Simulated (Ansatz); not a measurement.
# Is Cu-Rh stack of (111) layers a stable metal?

Question: is the lattice of Cu-Rh stack of (111) layers stable, and if so, what are its coupling constant and resistivity?

Main program and level: Ansatz 0.2.0; DFT PBEsol, scalar-relativistic, plane waves, PAW.

### Step 1. Set-up

The cell holds 2 atoms: 1 Cu and 1 Rh. Cell: a = 2.687 Å, b = 2.687 Å, c = 13.194 Å, α = 90.0°, β = 90.0°, γ = 120.0°. Vacuum lies along c.

### Step 2. Rough relaxation

The start is far from rest, so a relaxation with loose thresholds does the first part.

Contents of input.yaml:

```yaml
crystal:
  lattice:
    - [2.68701, 0.0, 0.0]
    - [-1.3435, 2.32702, 0.0]
    - [0.0, 0.0, 13.19393]
  atoms:
    - { symbol: Cu, position: [0.0, 0.0, 0.41685833] }
    - { symbol: Rh, position: [0.33333333, 0.66666667, 0.58314167] }
  periodic: [true, true, false]
kpoints:
  mp_grid: { grid: [9, 9, 1] }
hamiltonian:
  xc: pbesol
scf:
  occupations: { method: gaussian, width: 0.1 }
output:
  forces: true
  stress: true
  eigenvalues: true
relax:
  adjacent_minimum: "off"
  f_tol: 0.05
  max_steps: 80
  cell: { stress_2d_tol: 0.02 }
```

Launch:

```sh
$ ansatz run input.yaml --threads 4 --pin off --max-ram 16384MiB --backend cpu --events-out ev --progress --plain --runs-dir out
```

Numbers of over 12 decimals in the logs are rounded to 6 here.

The log of the run:

```text
Warning: crystal.periodic: the lattice vector that does not repeat stood 0.000° off the slab's normal, 13.194 Å along it as the deck builds it. The run solves the slab on a vector along the normal, 28.188 Å long, with every atom where it was (on the deck's vector they left 11.00 Å outside them, and the widest stretch free of ions among them is 2.19 Å). A fractional position that the run reports is one of the run's ce [...]
The last accepted step is kept in <dir> (removed where the run ends without a failure and the disk answers)
crystal.periodic: the lattice vector that does not repeat stood 0.000° off the slab's normal, 13.194 Å along it as the deck builds it. The run solves the slab on a vector along the normal, 28.188 Å long, with every atom where it was (on the deck's vector they left 11.00 Å outside them, and the widest stretch free of ions among them is 2.19 Å). A fractional position that the run reports is one of the run's cell, which [...]
Engine: ansatz 0.2.0, aarch64-unknown-linux-gnu
Pseudopotentials: kind: paw
Pseudopotential: Cu, paw, valence charge 19, recommended cutoff 420 eV (normal), Cu.paw.azcp
Pseudopotential: Rh, paw, valence charge 17, recommended cutoff 420 eV (normal), Rh.paw.azcp
Functional definition: PBEsol
  exchange = pbesol_x
  correlation = pbesol_c
Crystal: 2 atoms, lattice volume = 176.251 Å³
Basis set: ecut = 420 eV, 3497 PW (Γ), exchange–correlation on 36×36×384 points (8 copies of the dense FFT grid, shifted against one another)
Bands: 22, of which v1, the nominal top of the filled ones, is band 18 counted from 1 (17 counted from 0)
Symmetry: 6 space group operations
Space group: P3m1 (ITA 156), of the structure as read, at distance tolerance 5.6e-5 Å
k-points: 12 of 81 (time reversal used)
Non-local potential: Cu, projectors of the file, l = 0: 3, l = 1: 2, l = 2: 3, l = 3: 1
Non-local potential: Rh, projectors of the file, l = 0: 3, l = 1: 2, l = 2: 2, l = 3: 1
PAW form: soft (Blöchl's): semilocal exchange-correlation on the pseudo side does not see the compensation charge
PAW frozen core: Cu, regenerated for the run's functional, and the local potential with it (the file was generated under x = pbe(κ = 0.804, μ = 0.219515), c = pbe(β = 0.066725))
PAW frozen core: Rh, regenerated for the run's functional, and the local potential with it (the file was generated under x = pbe(κ = 0.804, μ = 0.219515), c = pbe(β = 0.066725))
PAW one-centre angular grid: Cu, 590 points (default); XC on 64 Gauss nodes
PAW one-centre angular grid: Rh, 590 points (default); XC on 64 Gauss nodes
Initial density: superposition of atomic densities (neutral atoms: chi_scale 0, normalization atom), corrected by the library's trained network
Initial wavefunctions: pseudopotential atomic-orbital guess
Functional: x = pbesol(κ = 0.804, μ = 0.123457), c = pbesol(β = 0.046)
SCF iter   1: F=—  HF=-12925.678791 eV  |F-HF|=—  |Δ(HF+E_count)|=         —  Δρ=6.53e-3  dr2=4.54e-2  ethr=1.77e-3  ⟨swp⟩=11.9  Hψ=1953  notcnv=0
preconditioner: auto → LDOS  [insulator: Δε(μ)=0.134 eV  Ē_g=6.156 eV  σ=0.100 eV  W_gap=0.66  n_scr=18 (ndim 8)  ℏωp=12.5 eV  f_vac=0.781  D(μ)=1.54/eV (n_scr^D=10)  ε∞_Penn≈5.1  β→1.0]
SCF iter   2: F=—  HF=-12925.709974 eV  |F-HF|=—  |Δ(HF+E_count)|=   3.12e-2  Δρ=1.26e-2  dr2=1.95e-1  ethr=1.26e-4  ⟨swp⟩=3.1  Hψ=781  notcnv=0  defer=1
SCF iter   3: F=—  HF=-12925.673428 eV  |F-HF|=—  |Δ(HF+E_count)|=   3.65e-2  Δρ=4.84e-3  dr2=2.59e-2  ethr=1.26e-4  ⟨swp⟩=2.8  Hψ=628  notcnv=0  defer=1
SCF iter   4: F=—  HF=-12925.668540 eV  |F-HF|=—  |Δ(HF+E_count)|=   4.89e-3  Δρ=1.13e-3  dr2=1.29e-3  ethr=7.20e-5  ⟨swp⟩=2.7  Hψ=520  notcnv=0  defer=1
SCF iter   5: F=—  HF=-12925.668452 eV  |F-HF|=—  |Δ(HF+E_count)|=   8.87e-5  Δρ=1.54e-4  dr2=4.04e-5  ethr=3.59e-6  ⟨swp⟩=3.2  Hψ=584  notcnv=0  defer=1
SCF iter   6: F=—  HF=-12925.668439 eV  |F-HF|=—  |Δ(HF+E_count)|=   1.29e-5  Δρ=6.05e-5  dr2=1.67e-5  ethr=1.12e-7  ⟨swp⟩=4.1  Hψ=621  notcnv=0  defer=1
SCF iter   7: F=—  HF=-12925.668442 eV  |F-HF|=—  |Δ(HF+E_count)|=   2.93e-6  Δρ=3.30e-5  dr2=3.20e-6  ethr=4.65e-8  ⟨swp⟩=2.5  Hψ=429  notcnv=0  defer=1
SCF iter   8: F=—  HF=-12925.668445 eV  |F-HF|=—  |Δ(HF+E_count)|=   3.44e-6  Δρ=1.34e-5  dr2=1.10e-6  ethr=8.90e-9  ⟨swp⟩=3.2  Hψ=470  notcnv=0  defer=1
SCF iter   9: F=-12925.668447 eV  HF=-12925.668446 eV  |F-HF|=5.44e-7  |Δ(HF+E_count)|=   9.54e-7  Δρ=2.97e-6  dr2=4.19e-8  ethr=2.78e-10  ⟨swp⟩=11.6  Hψ=1816  notcnv=0
SCF 1 converged in 9 iterations: F = -12925.668447 eV  dr2 = 4.19e-8
  greatest PAW one-centre occupation: 1.000 electrons in one spin orbital (limit 2), on the Cu atom at site 0 (counted from 0), in its partial waves of l = 0
relax step   1: F+E_penalty+E_count = -12925.66844666 eV  Δ(F+E_penalty+E_count) = +0.000e0 eV  max|allowed force component| = 8.744e-1 eV/Å  Δτ_max = 0.0000 Å  P = -11.114 N/m  Ω = 176.251 Å³  fix = [c, alpha, beta]  reactions: c -0.000 N/m  (9 SCF iters, dr2 threshold 1.00e-7 eV, accepted)
Crystal: 2 atoms, lattice volume = 160.040 Å³
Basis set: ecut = 420 eV, 3173 PW (Γ), exchange–correlation on 36×36×384 points (8 copies of the dense FFT grid, shifted against one another)
Initial density: handed on by an earlier stage of this run
Initial wavefunctions: those handed on with the density
iter 1 solved again at ethr=7.04e-4 eV; its pass at ethr=3.10e-3 eV (dr2=2.53e-1 eV) is discarded
SCF iter   1: F=—  HF=-12925.987538 eV  |F-HF|=—  |Δ(HF+E_count)|=         —  Δρ=1.68e-2  dr2=2.57e-1  ethr=7.04e-4  ⟨swp⟩=2.2  Hψ=2285  notcnv=0
preconditioner: auto → LDOS  [insulator: Δε(μ)=0.190 eV  Ē_g=6.871 eV  σ=0.100 eV  W_gap=0.81  n_scr=18 (ndim 8)  ℏωp=13.1 eV  f_vac=0.786  D(μ)=1.21/eV (n_scr^D=10)  ε∞_Penn≈4.7  β→1.0]
SCF iter   2: F=—  HF=-12926.284953 eV  |F-HF|=—  |Δ(HF+E_count)|=   2.97e-1  Δρ=3.17e-2  dr2=2.43e0  ethr=7.04e-4  ⟨swp⟩=4.2  Hψ=931  notcnv=0  recentre
SCF iter   3: F=—  HF=-12925.947626 eV  |F-HF|=—  |Δ(HF+E_count)|=   3.37e-1  Δρ=6.26e-3  dr2=6.15e-2  ethr=7.04e-4  ⟨swp⟩=4.1  Hψ=888  notcnv=0  defer=1
SCF iter   4: F=—  HF=-12925.944636 eV  |F-HF|=—  |Δ(HF+E_count)|=   2.99e-3  Δρ=2.96e-3  dr2=1.85e-2  ethr=1.71e-4  ⟨swp⟩=3.2  Hψ=558  notcnv=0  defer=1
SCF iter   5: F=—  HF=-12925.941826 eV  |F-HF|=—  |Δ(HF+E_count)|=   2.81e-3  Δρ=6.10e-4  dr2=1.70e-3  ethr=5.14e-5  ⟨swp⟩=2.9  Hψ=552  notcnv=0  defer=1
SCF iter   6: F=—  HF=-12925.942277 eV  |F-HF|=—  |Δ(HF+E_count)|=   4.51e-4  Δρ=2.57e-4  dr2=3.78e-5  ethr=4.73e-6  ⟨swp⟩=3.1  Hψ=504  notcnv=0  defer=1
SCF iter   7: F=—  HF=-12925.942797 eV  |F-HF|=—  |Δ(HF+E_count)|=   5.19e-4  Δρ=5.70e-5  dr2=1.33e-5  ethr=1.05e-7  ⟨swp⟩=3.9  Hψ=680  notcnv=0  defer=1
[...]
SCF iter   6: F=—  HF=-12925.950737 eV  |F-HF|=—  |Δ(HF+E_count)|=   5.84e-7  Δρ=3.73e-5  dr2=1.48e-6  ethr=1.42e-8  ⟨swp⟩=3.6  Hψ=581  notcnv=0
SCF iter   7: F=-12925.950738 eV  HF=-12925.950737 eV  |F-HF|=5.75e-7  |Δ(HF+E_count)|=   1.68e-7  Δρ=4.79e-6  dr2=1.62e-8  ethr=5.56e-10  ⟨swp⟩=10.8  Hψ=1956  notcnv=0
SCF 3 converged in 7 iterations: F = -12925.950738 eV  dr2 = 1.62e-8
relax step   3: F+E_penalty+E_count = -12925.95073776 eV  Δ(F+E_penalty+E_count) = -7.938e-3 eV  max|allowed force component| = 1.111e-3 eV/Å  Δτ_max = 0.0244 Å  P = -0.308 N/m  Ω = 159.375 Å³  energy of the carried Pulay correction = +1.490e-3 eV  fix = [c, alpha, beta]  reactions: c -0.000 N/m  (7 SCF iters, dr2 threshold 2.00e-7 eV, accepted)
[...]
relax step   4: F+E_penalty+E_count = -12925.95091337 eV  Δ(F+E_penalty+E_count) = -1.756e-4 eV  max|allowed force component| = 2.838e-3 eV/Å  Δτ_max = 0.0013 Å  P = +0.092 N/m  Ω = 158.864 Å³  energy of the carried Pulay correction = +1.538e-3 eV  fix = [c, alpha, beta]  reactions: c +0.000 N/m  (5 SCF iters, dr2 threshold 1.60e-7 eV, accepted)
[...]
relax step   5: F+E_penalty+E_count = -12925.95091404 eV  Δ(F+E_penalty+E_count) = -6.672e-7 eV  max|allowed force component| = 4.918e-4 eV/Å  Δτ_max = 0.0000 Å  P = -0.002 N/m  Ω = 158.974 Å³  energy of the carried Pulay correction = +1.528e-3 eV  fix = [c, alpha, beta]  reactions: c -0.000 N/m  (5 SCF iters, dr2 threshold 1.42e-8 eV, accepted)
[...]
relax step   6: F+E_penalty+E_count = -12925.94892007 eV  Δ(F+E_penalty+E_count) = +1.994e-3 eV  max|allowed force component| = 3.389e-5 eV/Å  Δτ_max = 0.0000 Å  P = +0.021 N/m  Ω = 158.974 Å³  fix = [c, alpha, beta]  reactions: c +0.000 N/m  stress off target by 2.10e-2 N/m on what of the cell is left free  SCF on the basis re-selected at this cell (its energy is not comparable with the rows above)  (11 SCF iters)
[...]
relax step   7: F+E_penalty+E_count = -12925.94891765 eV  Δ(F+E_penalty+E_count) = +2.415e-6 eV  max|allowed force component| = 5.290e-5 eV/Å  Δτ_max = 0.0001 Å  P = +0.000 N/m  Ω = 159.001 Å³  energy of the carried Pulay correction = -3.045e-6 eV  fix = [c, alpha, beta]  reactions: c +0.000 N/m  (6 SCF iters, dr2 threshold 7.41e-10 eV, accepted)
iter 1 solved again at ethr=1.29e-5 eV; its pass at ethr=3.10e-3 eV (dr2=4.65e-3 eV) is discarded
SCF iter   1: F=—  HF=-12925.948910 eV  |F-HF|=—  |Δ(HF+E_count)|=         —  Δρ=1.29e-5  dr2=8.70e-8  ethr=1.29e-5  ⟨swp⟩=4.0  Hψ=2897  notcnv=0
eigensolver tolerance schedule: the retry pair's looser diagonalisation over-reported the residual by 53480.70 of it (diagonalisation noise at an unbounded share of the residual, at the tolerance the schedule requests for it); recorded, not acted on — ethr = c·dr2/N_el stays at c = 1.0e-1
preconditioner: auto → LDOS  [insulator: Δε(μ)=0.196 eV  Ē_g=6.987 eV  σ=0.100 eV  W_gap=0.83  n_scr=18 (ndim 8)  ℏωp=13.2 eV  f_vac=0.784  D(μ)=0.93/eV (n_scr^D=8)  ε∞_Penn≈4.6  β→1.0]
SCF iter   2: F=—  HF=-12925.948919 eV  |F-HF|=—  |Δ(HF+E_count)|=   8.95e-6  Δρ=1.70e-5  dr2=2.75e-7  ethr=2.42e-10  ⟨swp⟩=7.3  Hψ=1273  notcnv=0
SCF iter   3: F=—  HF=-12925.948919 eV  |F-HF|=—  |Δ(HF+E_count)|=   7.19e-8  Δρ=9.15e-6  dr2=6.87e-8  ethr=2.42e-10  ⟨swp⟩=3.6  Hψ=652  notcnv=0
SCF iter   4: F=—  HF=-12925.948919 eV  |F-HF|=—  |Δ(HF+E_count)|=   6.68e-9  Δρ=6.18e-6  dr2=2.04e-8  ethr=1.91e-10  ⟨swp⟩=3.1  Hψ=431  notcnv=0
SCF iter   5: F=—  HF=-12925.948919 eV  |F-HF|=—  |Δ(HF+E_count)|=   4.01e-9  Δρ=4.44e-6  dr2=1.09e-8  ethr=5.66e-11  ⟨swp⟩=2.0  Hψ=404  notcnv=0
SCF iter   6: F=—  HF=-12925.948919 eV  |F-HF|=—  |Δ(HF+E_count)|=   1.16e-9  Δρ=3.08e-6  dr2=4.98e-9  ethr=3.02e-11  ⟨swp⟩=2.2  Hψ=403  notcnv=0
SCF iter   7: F=—  HF=-12925.948919 eV  |F-HF|=—  |Δ(HF+E_count)|=  1.04e-10  Δρ=2.99e-6  dr2=4.72e-9  ethr=1.38e-11  ⟨swp⟩=2.0  Hψ=373  notcnv=0
SCF iter   8: F=—  HF=-12925.948919 eV  |F-HF|=—  |Δ(HF+E_count)|=   1.40e-9  Δρ=1.23e-6  dr2=1.04e-9  ethr=1.31e-11  ⟨swp⟩=2.2  Hψ=398  notcnv=0
SCF iter   9: F=—  HF=-12925.948919 eV  |F-HF|=—  |Δ(HF+E_count)|=  1.38e-10  Δρ=1.60e-6  dr2=1.41e-9  ethr=2.88e-12  ⟨swp⟩=2.4  Hψ=378  notcnv=0
SCF iter  10: F=—  HF=-12925.948919 eV  |F-HF|=—  |Δ(HF+E_count)|=  7.02e-10  Δρ=8.94e-8  dr2=8.25e-12  ethr=2.88e-12  ⟨swp⟩=2.7  Hψ=522  notcnv=0
SCF iter  11: F=—  HF=-12925.948919 eV  |F-HF|=—  |Δ(HF+E_count)|=  1.42e-10  Δρ=4.08e-8  dr2=3.09e-12  ethr=1.00e-12  ⟨swp⟩=1.5  Hψ=316  notcnv=0
SCF iter  12: F=-12925.948919 eV  HF=-12925.948919 eV  |F-HF|=1.38e-10  |Δ(HF+E_count)|=  8.73e-11  Δρ=3.82e-8  dr2=1.50e-12  ethr=1.00e-12  ⟨swp⟩=12.7  Hψ=1902  notcnv=0
SCF 8 converged in 12 iterations: F = -12925.948919 eV  dr2 = 1.50e-12
relax step   8: F+E_penalty+E_count = -12925.94891928 eV  Δ(F+E_penalty+E_count) = -1.634e-6 eV  max|allowed force component| = 5.331e-5 eV/Å  Δτ_max = 0.0000 Å  P = +0.000 N/m  Ω = 159.001 Å³  fix = [c, alpha, beta]  reactions: c +0.000 N/m  stress off target by 6.26e-5 N/m on what of the cell is left free  SCF on the basis re-selected at this cell (its energy is not comparable with the rows above)  (12 SCF iters)
basis re-selected at this cell: Δ(F+E_penalty+E_count) = -1.634e-6 eV, ΔP = -0.000 N/m vs the last step (what re-selecting the basis moved, of the pressure what is left beyond the Pulay correction that the steps carried, after the strain that the cell walked since its last selection, with what the two solves' SCF thresholds leave and, on support functions, any second-order correction that the steps lacked; it is no m [...]
SCF converged after 12 iterations
Free energy (F): -12925.948919 eV
Harris-Foulkes:  -12925.948919 eV  (|F-HF|=1.38e-10)
Internal energy: -12925.944254 eV  (E = F + TS)
E sigma→0 (E₀):  -12925.946586 eV
Entropy (-TS):   -0.004666 eV (-2.333 meV/atom)
Fermi energy:    -5.252888 eV
--- Per-component energies (eV) ---
  E_band       = -1312.704127
  E_kinetic    = 873.740240
  E_local      = -125475.753928  (includes V_loc(G=0)·N_el)
  E_nonlocal   = 752.702421
  E_hartree    = 61827.135720
  E_xc         = -307.834298
  E_vxc        = -390.920828  (∫ρ·V_xc dr)
  E_paw        = -5153.380130  (= ΣΔE_a)
  E_vpaw       = -726.744749  (= ΣTr[D̂ρ^β])
  E_aug_tail   = 0.001088  (compensation charges beyond the density's cutoff)
  E_ewald      = 54556.962230
  E_core_change = 0.482402  (= ΣΔE_core)
  E_smearing   = -0.004666  (= −TS)
  E_closure    = -0.000000  (closes the sum)
  Σ components = -12925.948919   (vs F -12925.948919, Δ=0.00e0)
--- Forces (eV/Å), atoms counted from 1 ---
  atom   1  Cu    -0.00000000    -0.00000000     0.00005355
  atom   2  Rh    -0.00000000     0.00000000    -0.00005306
  max |Σ_I F_I| component: 4.90e-7 eV/Å
--- 2D stress c σ (N/m, compression-positive) ---
        0.000063       0.000000       0.000000
        0.000000       0.000063       0.000000
        0.000000       0.000000       0.000000
  P = ½ c Tr σ = 0.0001 N/m
--- Band table (eV; the first three rows and the last of 12) ---
  k-point 0: bands = [... 14 lower, -7.5913, -6.7447, -6.7447, -6.6618, -4.8923, -4.8923, -4.5612, -0.4031]
  k-point 1: bands = [... 14 lower, -7.4527, -7.1696, -6.7506, -6.3620, -5.7151, -4.9718, -3.2042, -0.0279]
  k-point 2: bands = [... 14 lower, -7.1837, -7.0429, -6.8094, -6.2946, -5.1634, -4.9806, -1.4999, 1.0824]
  k-point 11: bands = [... 14 lower, -7.6654, -6.6192, -6.4067, -5.4270, 0.4344, 0.5793, 1.6985, 4.2268]
--- Relaxed structure (6 steps of the walk, 6 accepted, 2 SCFs on fresh bases) ---
  F+E_penalty+E_count = -12925.94891928 eV   max|allowed force component| = 5.331e-5 eV/Å   (the final SCF, on the basis selected at the relaxed cell)
  cell:  # Å, volume = 159.0005 Å³
    - [2.552130, -2.7418447895267413e-6, 0]
    - [-1.276063, 2.210211, 0]
    - [0, 0, 28.187861]
  atoms:
    - { symbol: Cu, position: [1.9916125258720704e-18, -1.3556434434170039e-17, 0.196553] }
    - { symbol: Rh, position: [0.333333, 0.666667, 0.271518] }
```

The job ended after 16 s (4 threads of Arm Neoverse V1, shared host; peak memory 0.46 GiB; 56 s of CPU time).

Step by step:

| step | energy less that of the first step (eV) | largest force component (eV/Å) | volume (Å³) |
| --- | --- | --- | --- |
| 1 | 0.0000 | 0.8744 | 176.25 |
| 2 | -0.2744 | 0.3195 | 160.04 |
| 3 | -0.2823 | 0.0011 | 159.37 |
| 4 | -0.2825 | 0.0028 | 158.86 |
| 5 | -0.2825 | 0.0005 | 158.97 |
| 6* | -0.2805 | 0.0000 | 158.97 |
| 7 | -0.2805 | 0.0001 | 159.00 |
| 8* | -0.2805 | 0.0001 | 159.00 |

Relaxation steps marked * repeat the geometry before them on a plane-wave basis chosen anew for their cell, so energy and pressure can jump there.

The run keeps the 6 symmetry operations that it works with, so distortions that break them were not tested.

| cell as run | before | after | change |
| --- | --- | --- | --- |
| a (Å) | 2.687 | 2.552 | -5.0 % |
| b (Å) | 2.687 | 2.552 | -5.0 % |

The atoms that moved most (Å, along periodic axes as changes of fractional coordinates times the final cell, across vacuum about the mean position):

| atom | dx | dy | dz | length |
| --- | --- | --- | --- | --- |
| Cu1 | 0.000 | 0.000 | 0.040 | 0.040 |
| Rh2 | 0.000 | 0.000 | -0.040 | 0.040 |

The relaxed structure:

```cif
data_structure
_symmetry_space_group_name_H-M 'P 1'
_symmetry_Int_Tables_number 1
_cell_length_a 2.5521
_cell_length_b 2.5521
_cell_length_c 28.1879
_cell_angle_alpha 90.000
_cell_angle_beta 90.000
_cell_angle_gamma 120.000
_cell_volume 159.00
loop_
_atom_site_label
_atom_site_type_symbol
_atom_site_fract_x
_atom_site_fract_y
_atom_site_fract_z
_atom_site_occupancy
Cu1 Cu 0.00000 0.00000 0.19655 1
Rh2 Rh 0.33333 0.66667 0.27152 1
```

Numbers from this step:

```
metallic on mesh  : yes
gap on the k-mesh : 0 eV
```

The relaxation ends with a largest force component of 5.3e-5 eV/Å.

(Part 1 of 3 ends here.)

[Logs are printed without paths, hosts, clocks, repeated set-up lines and the standing remarks that a program may print on its own settings, such as how far it seeks lower states.]

[Hosts, paths, dates, database ids (printed as entryN), source tags and the programs' standing remarks are cut or masked in the printed files.]
